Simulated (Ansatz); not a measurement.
## How NaCl absorbs and reflects light

Wanted: where NaCl starts to absorb, how strongly, and its refractive index. The cell comes from an older database entry, whose edges can differ from later determinations, mostly by under a per cent.

Program: Ansatz 0.2.0. Level of theory: DFT, PBE, plane-wave PAW, default files, scalar-relativistic, independent-particle optical response without local fields. Results are calculated unless marked as measured.

The database entry behind the starting cell differs from later determinations by our own check (an axis about 0.4 % short against later determinations), so it need not match the best structure at ambient conditions.

### 1. Starting point

It takes space group Fm-3m (No. 225, cubic). The conventional cell has a = 5.620 Å, b = 5.620 Å, c = 5.620 Å, α = 90.00°, β = 90.00°, γ = 90.00°. Nearest to Cl lie 6 Na at 2.81 Å. Na has 6 Cl at 2.81 Å nearest. Farther neighbours and most contacts between anions are not listed.

### 2. Ground state and bands

First the ground state: is it a metal or has it a gap?

This step: DFT, PBE, plane-wave PAW, default files, scalar-relativistic, ground state (Ansatz 0.2.0).

input.yaml reads:

```yaml
crystal:
  lattice:
    - [0.0, 2.81, 2.81]
    - [2.81, 0.0, 2.81]
    - [2.81, 2.81, 0.0]
  atoms:
    - { symbol: Cl, position: [0.5, 0.5, 0.5] }
    - { symbol: Na, position: [0.0, 0.0, 0.0] }
kpoints:
  mp_grid: { grid: [7, 7, 7] }
  band_path:
    path:
      - [[0.0, 0.0, 0.0], [0.5, 0.0, 0.5], [0.5, 0.25, 0.75], [0.375, 0.375, 0.75], [0.0, 0.0, 0.0], [0.5, 0.5, 0.5], [0.625, 0.25, 0.625], [0.5, 0.25, 0.75], [0.5, 0.5, 0.5], [0.375, 0.375, 0.75]]
      - [[0.625, 0.25, 0.625], [0.5, 0.0, 0.5]]
    npoints: 6
scf:
  occupations: { method: fermi_dirac, width: 0.05 }
  n_extra_bands: 6
hamiltonian:
  xc: pbe
  pseudopotentials: { kind: paw }
output:
  forces: true
  stress: true
  populations: true
  write_bands: true
  write_density: true
  write_potential: true
  elf: true
  volumetric_format: npy
```

Run with:

```console
$ ansatz run input.yaml --threads 4 --pin off --max-ram 8192MiB --backend cpu --events-out ev --progress --plain --runs-dir out
```

Numbers of over 12 decimals in the logs are rounded to 6 here.

The log of the run:

```text
scf.n_extra_bands = 6 over 8 filled bands (N_el = 16.0): the run solves 14 bands
Engine: ansatz 0.2.0, aarch64-unknown-linux-gnu
Pseudopotentials: kind: paw
Pseudopotential: Cl, paw, valence charge 7, recommended cutoff 420 eV (normal), Cl.paw.azcp
Pseudopotential: Na, paw, valence charge 9, recommended cutoff 420 eV (normal), Na.paw.azcp
Functional definition: PBE
  parameter kappa = 0.804
  parameter beta = 0.066725
  exchange = pbe_x(kappa = kappa, mu = beta*pi^2/3)
  correlation = pbe_c(beta = beta)
Crystal: 2 atoms, lattice volume = 44.376 Å³
Basis set: ecut = 420 eV, 893 PW (Γ), exchange–correlation on 54×54×54 points (8 copies of the dense FFT grid, shifted against one another)
Bands: 14, of which v1, the nominal top of the filled ones, is band 8 counted from 1 (7 counted from 0)
Symmetry: 48 space group operations
Space group: Fm-3m (ITA 225), of the structure as read, at distance tolerance 3.5e-5 Å
k-points: 20 of 343
Non-local potential: Cl, projectors of the file, l = 0: 2, l = 1: 2, l = 2: 2
Non-local potential: Na, projectors of the file, l = 0: 3, l = 1: 2, l = 2: 1
PAW form: soft (Blöchl's): semilocal exchange-correlation on the pseudo side does not see the compensation charge
PAW one-centre angular grid: Cl, 110 points (default); XC on 64 Gauss nodes
PAW one-centre angular grid: Na, 110 points (default); XC on 64 Gauss nodes
Initial density: superposition of atomic densities (neutral atoms: chi_scale 0, normalization atom), corrected by the library's trained network
Initial wavefunctions: pseudopotential atomic-orbital guess
Functional: x = pbe(κ = 0.804, μ = 0.219515), c = pbe(β = 0.066725)
SCF iter   1: F=—  HF=-2569.549360 eV  |F-HF|=—  |Δ(HF+E_count)|=         —  Δρ=8.96e-4  dr2=4.69e-4  ethr=1.77e-3  ⟨swp⟩=5.9  Hψ=1595  notcnv=0
preconditioner: auto → none  [insulator: Δε(μ)=5.147 eV  Ē_g=22.460 eV  σ=0.050 eV  W_gap=1.00  n_scr=14 (ndim 8)  ℏωp=20.9 eV  f_vac=0.032  D(μ)=0.00/eV (n_scr^D=0)  ε∞_Penn≈1.9]
SCF iter   2: F=—  HF=-2569.549482 eV  |F-HF|=—  |Δ(HF+E_count)|=   1.22e-4  Δρ=9.88e-4  dr2=6.45e-4  ethr=2.93e-6  ⟨swp⟩=2.0  Hψ=582  notcnv=0  defer=9
SCF iter   3: F=—  HF=-2569.549308 eV  |F-HF|=—  |Δ(HF+E_count)|=   1.74e-4  Δρ=4.97e-4  dr2=1.67e-4  ethr=2.93e-6  ⟨swp⟩=1.9  Hψ=309  notcnv=0  defer=9
SCF iter   4: F=—  HF=-2569.549257 eV  |F-HF|=—  |Δ(HF+E_count)|=   5.11e-5  Δρ=1.78e-4  dr2=2.21e-5  ethr=1.05e-6  ⟨swp⟩=2.1  Hψ=301  notcnv=0  defer=9
SCF iter   5: F=—  HF=-2569.549291 eV  |F-HF|=—  |Δ(HF+E_count)|=   3.44e-5  Δρ=2.93e-5  dr2=5.65e-7  ethr=1.38e-7  ⟨swp⟩=2.0  Hψ=320  notcnv=0  defer=9
SCF iter   6: F=—  HF=-2569.549291 eV  |F-HF|=—  |Δ(HF+E_count)|=   9.68e-8  Δρ=1.57e-5  dr2=1.70e-7  ethr=3.53e-9  ⟨swp⟩=1.9  Hψ=297  notcnv=0  defer=9
SCF iter   7: F=-2569.549291 eV  HF=-2569.549291 eV  |F-HF|=7.58e-9  |Δ(HF+E_count)|=   5.23e-8  Δρ=4.04e-6  dr2=1.02e-8  ethr=6.25e-10  ⟨swp⟩=11.1  Hψ=1560  notcnv=0
SCF 1 converged in 7 iterations: F = -2569.549291 eV  dr2 = 1.02e-8
  greatest PAW one-centre occupation: 0.999 electrons in one spin orbital (limit 2), on the Na atom at site 1 (counted from 0), in its partial waves of l = 0
NSCF: frozen V_eff on 62 k-points
SCF converged after 7 iterations
Free energy (F): -2569.549291 eV
Harris-Foulkes:  -2569.549291 eV  (|F-HF|=7.58e-9)
Internal energy: -2569.549291 eV  (E = F + TS)
E sigma→0 (E₀):  -2569.549291 eV
Fermi energy:    3.824750 eV
--- Per-component energies (eV) ---
  E_band       = -233.297782
  E_kinetic    = 283.217280
  E_local      = -1524.497937  (includes V_loc(G=0)·N_el)
  E_nonlocal   = 143.599355
  E_hartree    = 537.303414
  E_xc         = -147.141404
  E_vxc        = -173.452782  (∫ρ·V_xc dr)
  E_paw        = -922.544909  (= ΣΔE_a)
  E_vpaw       = -36.772607  (= ΣTr[D̂ρ^β])
  E_aug_tail   = 0.000067  (compensation charges beyond the density's cutoff)
  E_ewald      = -939.485157
  E_smearing   = -0.000000  (= −TS)
  E_closure    = 0.000000  (closes the sum)
  Σ components = -2569.549291   (vs F -2569.549291, Δ=0.00e0)
--- Forces (eV/Å), atoms counted from 1 ---
  atom   1  Cl     0.00000000    -0.00000000     0.00000000
  atom   2  Na    -0.00000000     0.00000000    -0.00000000
  max |Σ_I F_I| component: 1.16e-29 eV/Å
--- Stress (GPa, compression-positive) ---
        1.044070       0.000000      -0.000000
       -0.000000       1.044070      -0.000000
        0.000000       0.000000       1.044070
  P = ⅓ Tr σ = 1.0441 GPa (10.441 kbar)
--- Band table (eV; the first three rows and the last of 20) ---
  k-point 0: bands = [... 4 lower, -11.4938, 1.1864, 1.1864, 1.1864, 6.3353, 12.2295, 12.2295, 12.2295, ... 2 higher]
  k-point 1: bands = [... 4 lower, -11.4319, 0.7151, 1.1332, 1.1332, 6.9669, 11.6072, 12.4631, 12.4631, ... 2 higher]
  k-point 2: bands = [... 4 lower, -11.2880, -0.1284, 1.0183, 1.0183, 8.0401, 11.1823, 12.4403, 12.4403, ... 2 higher]
  k-point 19: bands = [... 4 lower, -11.0885, -0.0957, -0.0299, 0.5607, 9.9563, 10.4735, 11.2422, 12.9282, ... 2 higher]
--- Löwdin populations: 2 sites ---
  site symbol       q [e]
     0     Cl      7.6634
     1     Na      8.3003
  spilling = 0.002270 (of n_electrons = 16.000000)
```

It took 0.51 s on 4 threads of Arm Neoverse V2, shared host; peak memory 0.28 GiB.

Reading the cycles: dr2 is the Hartree energy of the density residual (eV), the measure of convergence; HF is the Harris–Foulkes estimate of the energy, which meets the free energy F at convergence.

This step gave:

```
free energy                  : -2569.5493 eV
Fermi energy                 : 3.825 eV
gap by band count            : 5.149 eV
electrons                    : 16
symmetry operations          : 48
pressure                     : 1.044 GPa
gap on the k-mesh            : 5.149 eV
volume                       : 44.38 Å³
gap on the path              : 5.149 eV
least direct gap on the path : 5.149 eV
```

There is a gap, 5.15 eV on the path, so no carriers' term is needed. The cell is left with a pressure of 1.0 GPa, as it stands unrelaxed at this level.

Electronic bands along the path, in eV, zero at the Fermi level; v1 is the highest filled band, c1 the lowest empty one:

| point | v3 | v2 | v1 | c1 | c2 | c3 | c4 |
| --- | --- | --- | --- | --- | --- | --- | --- |
| Γ | -2.64 | -2.64 | -2.64 | 2.51 | 8.40 | 8.40 | 8.40 |
| halfway | -3.72 | -2.96 | -2.96 | 4.49 | 6.45 | 8.19 | 9.76 |
| X | -4.33 | -3.24 | -3.24 | 4.91 | 5.40 | 8.76 | 12.23 |
| halfway | -4.19 | -3.44 | -3.33 | 5.43 | 5.89 | 8.25 | 10.10 |
| W | -3.84 | -3.84 | -3.40 | 6.20 | 7.06 | 7.06 | 8.72 |
| halfway | -4.01 | -3.76 | -3.27 | 5.91 | 6.50 | 7.67 | 9.29 |
| K | -4.07 | -3.77 | -3.14 | 5.59 | 6.40 | 7.95 | 10.10 |
| halfway | -3.88 | -3.11 | -2.80 | 4.68 | 7.03 | 8.11 | 9.19 |
| Γ | -2.64 | -2.64 | -2.64 | 2.51 | 8.40 | 8.40 | 8.40 |
| halfway | -3.75 | -2.78 | -2.78 | 3.98 | 7.36 | 8.69 | 8.69 |
| L | -4.59 | -2.91 | -2.91 | 4.64 | 8.08 | 8.27 | 8.27 |
| halfway | -4.38 | -3.33 | -3.00 | 5.44 | 7.12 | 7.79 | 8.90 |
| U | -4.07 | -3.77 | -3.14 | 5.59 | 6.40 | 7.95 | 10.10 |
| halfway | -4.01 | -3.76 | -3.27 | 5.91 | 6.50 | 7.67 | 9.29 |
| W | -3.84 | -3.84 | -3.40 | 6.20 | 7.06 | 7.06 | 8.72 |
| halfway | -4.31 | -3.41 | -3.06 | 5.70 | 6.91 | 7.64 | 9.04 |
| L | -4.59 | -2.91 | -2.91 | 4.64 | 8.08 | 8.27 | 8.27 |
| halfway | -4.38 | -3.33 | -3.00 | 5.44 | 7.12 | 7.79 | 8.90 |
| K | -4.07 | -3.77 | -3.14 | 5.59 | 6.40 | 7.95 | 10.10 |
| jump to U | -4.07 | -3.77 | -3.14 | 5.59 | 6.40 | 7.95 | 10.10 |
| halfway | -4.26 | -3.41 | -3.22 | 5.14 | 5.68 | 8.51 | 11.06 |
| X | -4.33 | -3.24 | -3.24 | 4.91 | 5.40 | 8.76 | 12.23 |

The electronic bands as a text plot (rows in eV, shown from -4.6 to 8.5 only):

```
    8.2 |++  +  +            ++ ++++   +++++           ++++   ++
    7.7 |     ++    ++ +++          ++ ++ ++++++++   +++ +++++
    7.1 |  ++         +   ++++++      +     +     +++++    +
    6.6 |    +       ++++++                  +++++ ++       ++
    6.1 |     ++    ++++  +                      ++++         +
    5.5 |       +++++   ++ ++               +++++    +     ++++++
    5.0 |     ++++++                      ++          ++ ++    ++
    4.4 |    +               ++        +++              +
    3.9 |  ++                  +      +
    3.3 |                           ++
    2.8 |++                     ++++
    2.2 |
    1.7 |
    1.1 |
    0.6 |
    0.0 |
   -0.5 |
   -1.0 |
   -1.6 |
   -2.1 |
   -2.7 |****              *****************           ****
   -3.2 |  *********************    **    ************** ********
   -3.8 |    *      *******  **       *      ********       ***
   -4.3 |     *******   *****          *********    *************
         Γ       X    W  K        Γ      L     U  W     L   K|U X
```

Valence density in the ac plane of the conventional cell at fractional y = 0.000, with atoms of Cl and Na within 0.2 Å of it. It is the smooth field of the valence electrons, not physical close to the nuclei.

Ten steps, logarithmic in the rise over the least value, from '_' (0 e/Å³) to '@' (17 e/Å³), each cell a mean:
```
@@##::__..--======++==::____++%%
++--______::--======--..____..++
..________..::----::..__________
______________......____________
::....______________________..::
==--::..______::::..______..--==
====--..____--####++..__..::==++
::====::__..++@@@@##::__..--====
==++==::____++%%@@##::__..--====
====--..____..++++--______::--==
--::..__________..________..::--
....__________________________..
____________..::::....__________
::..______..--====--::..______::
##++..__..::==++====--..____--##
@@##::__..--====::====::__..++@@
```

ELF in the ac plane of the conventional cell at fractional y = 0.000, with atoms of Cl and Na within 0.2 Å of it. It is the smooth field of the valence electrons, not physical close to the nuclei.

Ten even steps from '0' (0.02) to '9' (0.86), each cell a mean:
```
5620699769982055
5400589999972025
1000268999840000
2210025665310022
8862000000001478
9996100232003899
8998204665205999
4898215536306996
6998205556206997
9997202554005899
9984000010002689
6531002222100256
0000147888620000
3200389999961002
6520599989982046
3630699648982155
```

### 3. Spectrum

The spectrum is a sum over vertical transitions between filled and empty bands at the fixed density, so many empty bands are needed.

This step: DFT, PBE, plane-wave PAW, default files, scalar-relativistic, independent-particle optical response without local fields (Ansatz 0.2.0).

input.yaml, the sections that differ from step 2:

```yaml
kpoints:
  mp_grid: { grid: [7, 7, 7] }
scf:
  occupations: { method: fixed }
output:
  optics:
    e_range: [0, 20]
    de: 0.05
    sigma: 0.15
    nscf_kmesh: { grid: [8, 8, 8] }
    bands: { spectra_wanted_up_to: 20 }
# crystal, hamiltonian: as in step 2
```

The log of the run:

```text
[...]
Crystal: 2 atoms, lattice volume = 44.376 Å³
Basis set: ecut = 420 eV, 893 PW (Γ)
Bands: 12, of which v1, the nominal top of the filled ones, is band 8 counted from 1 (7 counted from 0)
Symmetry: 48 space group operations
[...]
k-points: 20 of 343
[...]
SCF iter   1: F=—  HF=-2569.549419 eV  |F-HF|=—  |Δ(HF+E_count)|=         —  Δρ=9.66e-4  dr2=5.71e-4  ethr=1.77e-3  ⟨swp⟩=5.0  Hψ=1220  notcnv=0  defer=33
[...]
SCF iter  10: F=-2569.549270 eV  HF=-2569.549270 eV  |F-HF|=0.00e0  |Δ(HF+E_count)|=  5.00e-11  Δρ=1.40e-8  dr2=3.08e-14  ethr=1.00e-12  ⟨swp⟩=3.0  Hψ=943  notcnv=0
SCF 1 converged in 10 iterations: F = -2569.549270 eV  dr2 = 3.08e-14
[...]
NSCF: frozen V_eff on 29 k-points
output.optics: what the bands over the 28 summed would add to eps1, eps2 and the energy-loss function is held between a lower and an upper bound (6 Lanczos steps). eps1, eps2 and their loss function (loss_summed_bands) are given on every row as the summed bands alone make them. Along an axis, on a row where the two bounds hold the loss function to about 1 % of the greater of itself and 0.5 % of |1/eps|, its cell (loss_completed) is given, with the completed eps1 and eps2 that it is formed of (a cell that is left empty reads nan in the table and null in the record). The two bounds hold it so along every axis on all 401 rows up to 20.000 eV. [rest of the remark cut]
SCF converged after 10 iterations
Free energy (F): -2569.549270 eV
[...]
Internal energy: -2569.549270 eV  (E = F + TS)
E sigma→0 (E₀):  -2569.549270 eV
Fermi energy:    1.186453 eV
[...]
--- Band table (eV; the first three rows and the last of 20) ---
  k-point 0: bands = [... 4 lower, -11.4938, 1.1865, 1.1865, 1.1865, 6.3353, 12.2295, 12.2295, 12.2295]
  k-point 1: bands = [... 4 lower, -11.4319, 0.7151, 1.1332, 1.1332, 6.9669, 11.6072, 12.4632, 12.4632]
  k-point 2: bands = [... 4 lower, -11.2880, -0.1283, 1.0183, 1.0183, 8.0401, 11.1822, 12.4404, 12.4404]
  k-point 19: bands = [... 4 lower, -11.0886, -0.0957, -0.0299, 0.5608, 9.9564, 10.4735, 11.2422, 12.9283]
```

The job ended after 2.9 s (4 threads; peak memory 0.51 GiB).

Read-outs, printed or worked out from the files:

| Item | Value |
| --- | --- |
| electronic dielectric constant ε∞, mean over x, y and z (by symmetry where fewer were run) | 2.759 |
| absorption onset, first axis (α over 10⁴ cm⁻¹, or the direct gap if that lies higher) | 5.149 eV |
| main peak of Im epsilon, first axis | 10.81 eV |
| least direct gap on the mesh | 5.149 eV |
| bands summed | 28 |
| spectra valid up to | 29.44 eV |
| program's estimate of the k-sum error in Im epsilon | 0.06 % |
| electrons in the f-sum | 8.184 |

The Im ε, any direction has structure finer than the step of the table below, so its rows give means over 1 eV, whole bins alone (the curve runs from 0 to 20 eV). Peaks (eV: height): 8.8: 4.80, 10.8: 4.83.

Table of Im ε, any direction by photon energy; means over each step:

| photon energy (eV) | Im ε, any direction |
| --- | --- |
| 4 | 0 |
| 5 | 0.117 |
| 6 | 0.707 |
| 7 | 1.34 |
| 8 | 3.24 |
| 9 | 4.19 |
| 10 | 3.81 |
| 11 | 4.41 |
| 12 | 2.71 |
| 13 | 1.71 |
| 14 | 0.970 |
| 15 | 0.851 |
| 16 | 0.764 |
| 17 | 0.667 |
| 18 | 0.687 |
| 19 | 0.445 |

Table of Re ε, any direction by photon energy:

| photon energy (eV) | Re ε, any direction |
| --- | --- |
| 0.0 | 2.76 |
| 0.5 | 2.76 |
| 1.0 | 2.78 |
| 1.5 | 2.80 |
| 2.0 | 2.84 |
| 2.5 | 2.89 |
| 3.0 | 2.96 |
| 3.5 | 3.06 |
| 4.0 | 3.18 |
| 4.5 | 3.36 |
| 5.0 | 3.70 |
| 5.5 | 3.98 |
| 6.0 | 4.04 |
| 6.5 | 4.22 |
| 7.0 | 4.59 |
| 7.5 | 5.17 |
| 8.0 | 4.53 |
| 8.5 | 3.88 |
| 9.0 | 1.95 |
| 9.5 | 1.96 |
| 10.0 | 2.20 |
| 10.5 | 1.64 |
| 11.0 | 0.113 |
| 11.5 | -0.973 |
| 12.0 | -0.969 |
| 12.5 | -0.944 |
| 13.0 | -0.490 |
| 13.5 | -0.805 |
| 14.0 | -0.417 |
| 14.5 | -0.0791 |
| 15.0 | -0.0258 |
| 15.5 | 0.0716 |
| 16.0 | 0.167 |
| 16.5 | 0.104 |
| 17.0 | 0.235 |
| 17.5 | 0.227 |
| 18.0 | 0.254 |
| 18.5 | 0.0647 |
| 19.0 | 0.116 |
| 19.5 | 0.251 |
| 20.0 | 0.261 |

The loss function −Im 1/ε at q → 0, any direction has structure finer than the step of the table below, so its rows give means over 0.5 eV, whole bins alone (the curve runs from 0 to 20 eV). Peaks (eV: height): 19.15: 2.27.

The loss function −Im 1/ε at q → 0, any direction by energy loss; means over each step:

energy loss (eV), loss function −Im 1/ε at q → 0, any direction and a bar:
```
      4.5       0.00 
      5.0       0.00 
      5.5       0.03 
      6.0       0.04 #
      6.5       0.05 #
      7.0       0.05 #
      7.5       0.08 #
      8.0       0.10 #
      8.5       0.13 ##
      9.0       0.19 ###
      9.5       0.22 ###
     10.0       0.20 ###
     10.5       0.20 ###
     11.0       0.22 ###
     11.5       0.25 ####
     12.0       0.34 #####
     12.5       0.42 ######
     13.0       0.53 #######
     13.5       0.56 ########
     14.0       0.91 #############
     14.5       1.15 ################
     15.0       1.12 ###############
     15.5       1.32 ##################
     16.0       1.25 #################
     16.5       1.36 ###################
     17.0       1.36 ###################
     17.5       1.34 ##################
     18.0       1.27 #################
     18.5       1.53 #####################
     19.0       2.18 ##############################
     19.5       1.93 ###########################
```

Reflectivity at normal incidence, any direction against photon energy; read off at these points:

| photon energy (eV) | reflectivity at normal incidence, any direction (%) |
| --- | --- |
| 0.00 | 6.17 |
| 0.50 | 6.19 |
| 1.00 | 6.26 |
| 1.50 | 6.36 |
| 2.00 | 6.52 |
| 2.50 | 6.74 |
| 3.00 | 7.03 |
| 3.50 | 7.41 |
| 4.00 | 7.92 |
| 4.50 | 8.65 |
| 5.00 | 9.98 |
| 5.50 | 11.2 |
| 6.00 | 11.7 |
| 6.50 | 12.5 |
| 7.00 | 14.2 |
| 7.50 | 17.9 |
| 8.00 | 17.7 |
| 8.50 | 21.5 |
| 8.85 | 23.3 |
| 9.00 | 22.5 |
| 9.50 | 18.0 |
| 10.00 | 19.5 |
| 10.50 | 22.9 |
| 11.00 | 28.8 |
| 11.50 | 34.1 |
| 12.00 | 33.0 |
| 12.50 | 33.5 |
| 13.00 | 26.7 |
| 13.50 | 34.3 |
| 13.60 | 35.6 |
| 14.00 | 30.0 |
| 14.50 | 19.6 |
| 15.00 | 17.9 |
| 15.20 | 19.7 |
| 15.50 | 15.5 |
| 16.00 | 12.8 |
| 16.50 | 14.5 |
| 17.00 | 10.9 |
| 17.50 | 11.1 |
| 18.00 | 10.5 |
| 18.50 | 15.9 |
| 19.00 | 15.5 |
| 19.50 | 10.1 |
| 20.00 | 9.75 |

Table of refractive index n and extinction k by photon energy:

| photon energy (eV) | n | k |
| --- | --- | --- |
| 0 | 1.66 | 0 |
| 1 | 1.67 | 0 |
| 2 | 1.69 | 0 |
| 3 | 1.72 | 0 |
| 4 | 1.78 | 0 |
| 5 | 1.92 | 0.00338 |
| 6 | 2.02 | 0.177 |
| 7 | 2.16 | 0.283 |
| 8 | 2.22 | 0.646 |
| 9 | 1.84 | 1.20 |
| 10 | 1.81 | 1.05 |
| 11 | 1.52 | 1.48 |
| 12 | 0.943 | 1.36 |
| 13 | 0.805 | 1.07 |
| 14 | 0.536 | 0.839 |
| 15 | 0.675 | 0.694 |
| 16 | 0.691 | 0.557 |
| 17 | 0.684 | 0.483 |
| 18 | 0.710 | 0.499 |
| 19 | 0.524 | 0.398 |
| 20 | 0.594 | 0.303 |

(Continued in part 2 of 2.)

[Logs are printed without paths, hosts, clocks, repeated set-up lines and the standing remarks that a program may print on its own settings, such as how far it seeks lower states.]

[Hosts, paths, dates, database ids (printed as entryN), source tags and the programs' standing remarks are cut or masked in the printed files.]
